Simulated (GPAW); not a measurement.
# Anisotropy and exchange J(q) of Cr

Aim: the anisotropy and exchange J(q) of Cr from the Kohn–Sham states of one collinear run.

Method: LDA; plane waves with GPAW's PAW setups, scalar-relativistic, in GPAW 26.7.0.

## (1) The structure

Symmetry: Im-3m, No. 229, cubic system. The conventional cell has a = 2.969 Å, b = 2.969 Å, c = 2.969 Å, α = 90.00°, β = 90.00°, γ = 90.00°. Nearest to Cr lie 8 Cr at 2.57 Å.

The cell comes from a database of computed structures and need not be the stable phase.

## (2) The magnetic state

All later steps read the density of this run.

Input file order2.py:

```python
import json
import numpy as np
from ase import Atoms
from ase.parallel import paropen, parprint
from gpaw import GPAW

atoms = Atoms(['Cr', 'Cr'],
    cell=[[2.96889936, 0.0, 0.0],
         [0.0, 2.96889936, 0.0],
         [0.0, 0.0, 2.96889936]],
    scaled_positions=[[0.0, 0.0, 0.0],
         [0.5, 0.5, 0.5]],
    pbc=True,
    magmoms=[2.5, -2.5])
atoms.calc = GPAW(mode={'name': 'pw', 'ecut': 550},
    xc='LDA',
    kpts={'size': (10, 10, 10), 'gamma': True},
    occupations={'name': 'fermi-dirac', 'width': 0.1},
    convergence={'density': 1e-05, 'energy': 1e-05},
    maxiter=200,
    symmetry={'tolerance': 1e-4},
    txt='order2.txt')
e = atoms.get_potential_energy(force_consistent=True)
res = {'free_energy': e, 'energy_sigma0': atoms.get_potential_energy(), 'fermi_energy': atoms.calc.get_fermi_level()}
res['moments'] = atoms.get_magnetic_moments().tolist()
res['total'] = atoms.get_magnetic_moment()
parprint('site moments (muB):', np.round(res['moments'], 3))
parprint(f"total moment: {res['total']:.3f} muB")
parprint(f'free energy: {e:.6f} eV')
atoms.calc.write('order2.gpw')
with paropen('results.json', 'w') as f:
    json.dump(res, f)
```

The run is started by

```console
$ OMP_NUM_THREADS=1 mpirun -n 2 gpaw python order2.py > order2.log
```

The program printed:

```text
site moments (muB): [ 1.35 -1.35]
total moment: -0.000 muB
free energy: -20.547856 eV

--- order2.txt ---
Input parameters:
  mode=PW(ecut=550),
  convergence={'density': 1e-05, 'energy': 1e-05},
  kpts=MonkhorstPack(size=(10, 10, 10), gamma=True),
  maxiter=200,
  occupations=Occupations(name='fermi-dirac', width=0.1),
  symmetry=Symmetry(tolerance=0.0001),
  xc=XC(name='LDA')

Diagonalizing LCAO Hamiltonian
Converting LCAO to pw mode
   .------.
  /|      |
 * |      |
 | |  Cr  |
 | .------.
 |/      /
 Cr-----*

Atoms  # Å, Bohr magnetons
|   | symbol |        x |        y |        z |    initial magnetic moments |
|---|--------|----------|----------|----------|-----------------------------|
| 0 |     Cr | 0.000000 | 0.000000 | 0.000000 | ( 0.0000,  0.0000,  2.5000) |
| 1 |     Cr | 1.484450 | 1.484450 | 1.484450 | ( 0.0000,  0.0000, -2.5000) |

Unit cell  # Å
| periodic |        x |        y |        z |  lengths |    angles |
|----------|----------|----------|----------|----------|-----------|
|      yes | 2.968899 | 0.000000 | 0.000000 | 2.968899 | 90.000000 |
|      yes | 0.000000 | 2.968899 | 0.000000 | 2.968899 | 90.000000 |
|      yes | 0.000000 | 0.000000 | 2.968899 | 2.968899 | 90.000000 |

Number of symmetries: 48

BZ-sampling:
  Number of BZ points: 1000
  Number of IBZ points: 56

  Monkhorst-Pack size: [10, 10, 10]
  Monkhorst-Pack shift: [0.05, 0.05, 0.05]

Plane wave coefficients: 776
Cutoff: 550.0 eV

Spin-components: 2 (collinear spins)
Bands:           12
Projectors:      12
Spin-degeneracy: 1
Datatype:        complex128

Parallelization:
  kpt:    2
  domain: 1
  band:   1

Density:
  Valence electrons: 12.0
  Components: 2
  Grid points: [18 18 18]
  Charge: 0.0  # |e|

Potential:
  Grid points: [18 18 18]

[... setups left out ...]
Reference energy: -57053.366723  # eV

eigensolver:
  PPCG
  Converge bands: occupied
  niter=2

density mixing:
  MSR1-Mixer
  Pratt-step length: 0.05
  Maximum mixing coefficient: 0.75
  Old densities: 10
  SVD Regularization: 0.005
  Good broyden scale: 1.0
  Trust region scale: 1.0
  Backstep threshold: 4.0
  History deletion threshold: 6.0
  Fourier metric: weight=20.0, sigma=0.015

occupation numbers:
  Fermi-Dirac:
    width: 0.1000  # eV

poisson solver:
  ecut: 4400.0  # eV

xc functional:
  name: None

convergence criteria:
- Maximum integral of absolute [dens]ity change: 1e-05 electrons / valence electron
- Maximum [total energy] change in last 3 cyles: 1e-05 eV / valence electron
- Maximum integral of absolute [eigenst]ate change: 4e-08 eV^2 / valence electron
maximum number of iterations: 200

SCF iterations
|iter     |      energy | eigst |  dens |  magmom |
|---------|-------------|-------|-------|---------|
|iter:   1|       0s |  -20.775345 | +0.28 |       |  +0.0000|
|iter:   2|       1s |  -20.725637 | -1.69 | -0.91 |  +0.0000|
|iter:   3|       3s |  -20.532718 | -0.96 | -0.96 |  +0.0000|
|iter:   4|       4s |  -20.526845 | -2.12 | -1.57 |  +0.0000|
|iter:   5|       5s |  -20.530939 | -2.07 | -1.72 |  -0.0000|
|iter:   6|       6s |  -20.532410 | -2.32 | -2.15 |  +0.0000|
|iter:   7|       7s |  -20.533330 | -2.71 | -2.34 |  -0.0000|
|iter:   8|       8s |  -20.533623 | -3.09 | -2.66 |  +0.0000|
|iter:   9|       9s |  -20.533644 | -3.46 | -2.68 |  -0.0000|
|iter:  10|      11s |  -20.533622c| -3.70 | -3.24 |  +0.0000|
[... 11 iterations left out ...]
|iter:  22|      24s |  -20.533694c| -5.97 | -5.41c|  -0.0000|
|iter:  23|      26s |  -20.533694c| -6.13 | -5.27c|  +0.0000|
|iter:  24|      27s |  -20.533694c| -6.32 | -5.13c|  +0.0000|
|iter:  25|      28s |  -20.533694c| -6.54 | -5.36c|  -0.0000|
|iter:  26|      29s |  -20.533694c| -6.65 | -4.90 |  +0.0000|
|iter:  27|      30s |  -20.533694c| -6.87 | -4.77 |  -0.0000|
|iter:  28|      31s |  -20.533694c| -7.01 | -5.00 |  +0.0000|
|iter:  29|      32s |  -20.533694c| -7.19 | -5.05c|  +0.0000|
|iter:  30|      32s |  -20.533694c| -7.33 | -4.95 |  -0.0000|
|iter:  31|      33s |  -20.533694c| -7.51c| -5.01c|  -0.0000|

Converged in 31 steps
Energy contributions relative to reference atoms: (reference = -57053.366723)

Energy contributions:
  Kinetic:         -38.480563
  Coulomb:          25.047821
  Zero:              0.144695
  External:          0.000000
  Xc:               -7.231486
  Entropy:          -0.028324
  Spinorbit:         0.000000
  ----------------------------
  Free energy:     -20.547856
  Extrapolated:    -20.533694

dipole moment: (-7.358557, -7.358557, -7.358557)  # |e|*Ang

Total magnetic moment: (0.000000, 0.000000, -0.000000)

Local magnetic moments
|        x |        y |         z |
|----------|----------|-----------|
| 0.000000 | 0.000000 |  1.349656 |  # Cr   0
| 0.000000 | 0.000000 | -1.349640 |  # Cr   1

Fermi level: 9.222
Eigenvalues  # (at kpt = [0.000, 0.000, 0.000])
| band index |      eig [eV] | occ [0-1] |      eig [eV] | occ [0-1] |
|------------|---------------|-----------|---------------|-----------|
|          0 |         1.936 |     1.000 |         1.936 |     1.000 |
|          1 |         5.635 |     1.000 |         5.635 |     1.000 |
|          2 |         5.635 |     1.000 |         5.635 |     1.000 |
|          3 |         8.434 |     1.000 |         8.434 |     1.000 |
|          4 |         8.434 |     1.000 |         8.434 |     1.000 |
|          5 |         8.434 |     1.000 |         8.434 |     1.000 |
|          6 |        10.289 |     0.000 |        10.289 |     0.000 |
|          7 |        10.289 |     0.000 |        10.289 |     0.000 |
|          8 |        11.559 |     0.000 |        11.559 |     0.000 |
|          9 |        11.559 |     0.000 |        11.559 |     0.000 |
|         10 |        11.559 |     0.000 |        11.559 |     0.000 |
|         11 |        17.756 |     0.000 |        17.756 |     0.000 |

No gap
No difference between direct/indirect transitions
```

The job ended after 38 s (2 MPI ranks of Arm Neoverse V1, shared host; peak memory 0.33 GiB; 76 s of CPU time).

Read from the output:

```
magnetization  : 0 μB
final state    : antiferromagnetic
largest moment : 1.350 μB
```

After 31 cycles the largest moment stands at 1.35 μB.

## (3) Non-self-consistent run

The steps that follow sum over empty states, which the ground-state run does not converge; 19 states a spin are converged here at the frozen density and written with their wave functions.

It starts from the saved density of the lowest of the states tried.

Input file nscf.py:

```python
from gpaw import GPAW

calc = GPAW('order2.gpw').fixed_density(
    kpts={'size': (10, 10, 10), 'gamma': True},
    nbands=23,
    convergence={'bands': 19, 'eigenstates': 1e-9},
    eigensolver='ppcg',
    parallel={'domain': 1},
    txt='nscf.txt')
calc.write('nscf.gpw', mode='all')
```

The run is started by

```console
$ OMP_NUM_THREADS=1 mpirun -n 2 gpaw python nscf.py > nscf.log
```

The program printed:

```text
Input parameters:
  mode=PW(ecut=550),
  convergence={'bands': 19, 'eigenstates': 1e-09},
  eigensolver=PPCG(niter=2, min_niter=1, max_buffer_mem=209715200, blocksize=None, rr_modulo=5, include_cg=True, promote_inner_dtype=False, tolerances=None),
  gpts=array([18, 18, 18]),
  kpts=MonkhorstPack(size=(10, 10, 10), gamma=True),
  maxiter=200,
  nbands=23,
  occupations=Occupations(name='fermi-dirac', width=0.1),
  parallel={'domain': 1},
  symmetry=Symmetry(tolerance=0.0001),
  xc=XC(name='LDA')
```

It took 55 s on 2 MPI ranks; peak memory 0.37 GiB.

## (4) Energy against the direction of the moments

Spin–orbit coupling is added in the basis of the saved states for each direction of the moments. The change in the band energy is the anisotropy energy, with no new self-consistent run.

Input file anisotropy.py:

```python
import json
import numpy as np
from ase.parallel import paropen, parprint
from gpaw import GPAW
from gpaw.spinorbit import soc_eigenstates

calc = GPAW('nscf.gpw')
angles = [[0.0, 0.0], [54.7356, 45.0], [90.0, 45.0], [9.1226, 45.0], [18.2452, 45.0], [27.3678, 45.0], [36.4904, 45.0], [45.613, 45.0]]  # theta, phi in degrees
res = {'rows': []}
for scale in [1.0]:
    e0 = None
    for theta, phi in angles:
        soc = soc_eigenstates(calc, n2=19, scale=scale, theta=theta, phi=phi)
        e = soc.calculate_band_energy()
        e0 = e if e0 is None else e0
        orbital = soc.get_orbital_magnetic_moments()
        res['rows'].append([scale, theta, phi, 1000 * (e - e0), orbital.tolist()])
        parprint(f'scale {scale} theta {theta:6.1f} phi {phi:6.1f}  dE = {1000 * (e - e0):9.4f} meV  |L| =', np.round(np.linalg.norm(orbital, axis=1), 4))
with paropen('results.json', 'w') as f:
    json.dump(res, f)
```

The run is started by

```console
$ OMP_NUM_THREADS=1 mpirun -n 2 gpaw python anisotropy.py > anisotropy.log
```

The program printed:

```text
scale 1.0 theta    0.0 phi    0.0  dE =    0.0000 meV  |L| = [0.0172 0.0172]
scale 1.0 theta   54.7 phi   45.0  dE =    0.0001 meV  |L| = [0.0172 0.0172]
scale 1.0 theta   90.0 phi   45.0  dE =    0.0001 meV  |L| = [0.0172 0.0172]
scale 1.0 theta    9.1 phi   45.0  dE =    0.0000 meV  |L| = [0.0172 0.0172]
scale 1.0 theta   18.2 phi   45.0  dE =    0.0000 meV  |L| = [0.0172 0.0172]
scale 1.0 theta   27.4 phi   45.0  dE =    0.0001 meV  |L| = [0.0172 0.0172]
scale 1.0 theta   36.5 phi   45.0  dE =    0.0001 meV  |L| = [0.0172 0.0172]
scale 1.0 theta   45.6 phi   45.0  dE =    0.0001 meV  |L| = [0.0172 0.0172]
```

Elapsed: 15 s, on 2 MPI ranks; peak memory 0.47 GiB.

Directions, in the order of the table (indices of the conventional cell): [001]; [111]; [110]; 0.17 of the way from [001] to [111]; 0.33 of the way from [001] to [111]; 0.50 of the way from [001] to [111]; 0.67 of the way from [001] to [111]; 0.83 of the way from [001] to [111].

Theta from the Cartesian z axis, phi from x; spin up lies along the direction. Anisotropy, by row:

```tsv
spin-orbit scale	theta (degrees)	phi (degrees)	energy less the first direction's (meV a cell)	orbital moment of atom 1 along the direction (μB)	sum of orbital moments along the direction (μB a cell)
1	0	0	0	0.01723	0
1	54.74	45	1.10e-4	0.01724	0
1	90	45	9.62e-5	0.01724	0
1	9.123	45	0	0.01723	0
1	18.25	45	0	0.01724	0
1	27.37	45	5.83e-5	0.01724	0
1	36.49	45	8.41e-5	0.01724	0
1	45.61	45	1.02e-4	0.01724	0
```

## (5) Exchange by the magnetic force theorem

The cost of small turns of the moments follows from the saved states alone. The wavevectors must lie on the k mesh; four site radii show how far the result hangs on the sphere.

Input file exchange.py:

```python
import json
import time
import numpy as np
from ase.parallel import paropen, parprint
from gpaw.response import ResponseContext, ResponseGroundStateAdapter
from gpaw.response.heisenberg import calculate_fm_magnon_energies
from gpaw.response.mft import HeisenbergExchangeCalculator
from gpaw.response.site_data import AtomicSites, calculate_site_magnetization, get_site_radii_range

gs = ResponseGroundStateAdapter.from_gpw_file('nscf.gpw')
context = ResponseContext(txt='mft.txt')
magnetic = [0, 1]
rmin, rmax = get_site_radii_range(gs)
radii = [np.linspace(max(rmin[a], 0.55 * rmax[a]), rmax[a], 4) for a in magnetic]
sites = AtomicSites(magnetic, radii)
m_ap = calculate_site_magnetization(gs, sites)
t0 = time.time()
parprint('radii (A):', np.round(radii, 3))
parprint('site moments (muB):', np.round(m_ap, 3))
q_qc = np.array([[0.0, 0.0, 0.0], [0.0, 0.5, 0.0], [0.0, 1.0, 0.0], [0.5, 0.5, 0.0]])
exchange = HeisenbergExchangeCalculator(gs, sites, context=context, nbands=19)
J_qabp = []
for q_c in q_qc:
    if context.comm.max_scalar(time.time() - t0) > 2239:  # seconds: leave the rest of the path
        break
    J_qabp.append(exchange(q_c).array)
    parprint('q', np.round(q_c, 4), ' J_aa (meV), largest radius:', np.round(1000 * J_qabp[-1][..., -1].diagonal().real, 2))
J_qabp = np.array(J_qabp)
q_qc = q_qc[:len(J_qabp)]
res = {'radii': np.array(radii).tolist(), 'moments': m_ap.tolist(), 're': J_qabp.real.tolist(), 'im': J_qabp.imag.tolist()}
with paropen('results.json', 'w') as f:
    json.dump(res, f)
```

The run is started by

```console
$ OMP_NUM_THREADS=1 mpirun -n 2 gpaw python exchange.py > exchange.log
```

The program printed:

```text
radii (A): [[0.745 0.948 1.151 1.354]
 [0.745 0.948 1.151 1.354]]
site moments (muB): [[ 1.003  1.224  1.36   1.427]
 [-1.003 -1.224 -1.36  -1.427]]
q [0. 0. 0.]  J_aa (meV), largest radius: [603.63 603.63]
q [0.  0.5 0. ]  J_aa (meV), largest radius: [585.56 585.55]
q [0. 1. 0.]  J_aa (meV), largest radius: [603.63 603.63]
q [0.5 0.5 0. ]  J_aa (meV), largest radius: [609.52 609.52]
```

Elapsed: 2.4 min, on 2 MPI ranks; peak memory 0.57 GiB.

Site moments by radius, by row:

```tsv
atom	radius (Å)	site moment (μB)
Cr1	0.7447	1.003
Cr1	0.9478	1.224
Cr1	1.151	1.36
Cr1	1.354	1.427
Cr2	0.7447	-1.003
Cr2	0.9478	-1.224
Cr2	1.151	-1.36
Cr2	1.354	-1.427
```

E = -1/2 sum J e.e in GPAW's convention, on-site part included. The exchange J(q), largest radius by path:

```tsv
path (Å⁻¹)	J 11 (meV)	J 12 (modulus) (meV)	J 22 (meV)
0.00	604	281	604
1.06	586	0	586
2.12	604	281	604
3.61	610	4.3e-4	610
```

## (6) Outcome

```json
{
 "state": "antiferromagnetic",
 "largest site moment": "1.35 μB",
 "spread of the directions' energies": "1.1e-4 meV a cell",
 "largest change of J(q)": "-281 meV (J 12 (in size))"
}
```

In words: About the antiferromagnetic state the directions differ by 1.1e-4 meV a cell and J(q) moves from its value at q = 0 by up to -281 meV (J 12 (in size)). So small a difference was not tested against the mesh, and no easy axis is named. The state is not a simple ferromagnet, so no magnon energies were formed. The couplings rotate rigid moments on spherical sites, hang on the sites' radius and are not shown converged in the mesh. The largest sites overlap those of neighbouring magnetic atoms, so shared magnetisation counts twice.

[Long decimals in the printed logs are rounded to 6 places.]

[Logs and program files are shortened in this print: banners, set-up blocks, solver, clock and traceback lines can be left out without a mark of their own.]

[Logs are printed without paths, hosts, clocks, repeated set-up lines and the standing remarks that a program may print on its own settings, such as how far it seeks lower states.]

[Hosts, paths, dates, database ids (printed as entryN), source tags and the programs' standing remarks are cut or masked in the printed files.]

[Where the starting crystal was built by hand or by swapping elements, it need not be the compound's stable phase.]

[Where a cell is said to come from a database of computed structures, the database is the Materials Project.]

[Runs that the program refused, that were killed for memory or that had too few empty states are not shown or counted.]

[Lattice constants of own cells that a recipe calls measured were typed without a cited source.]
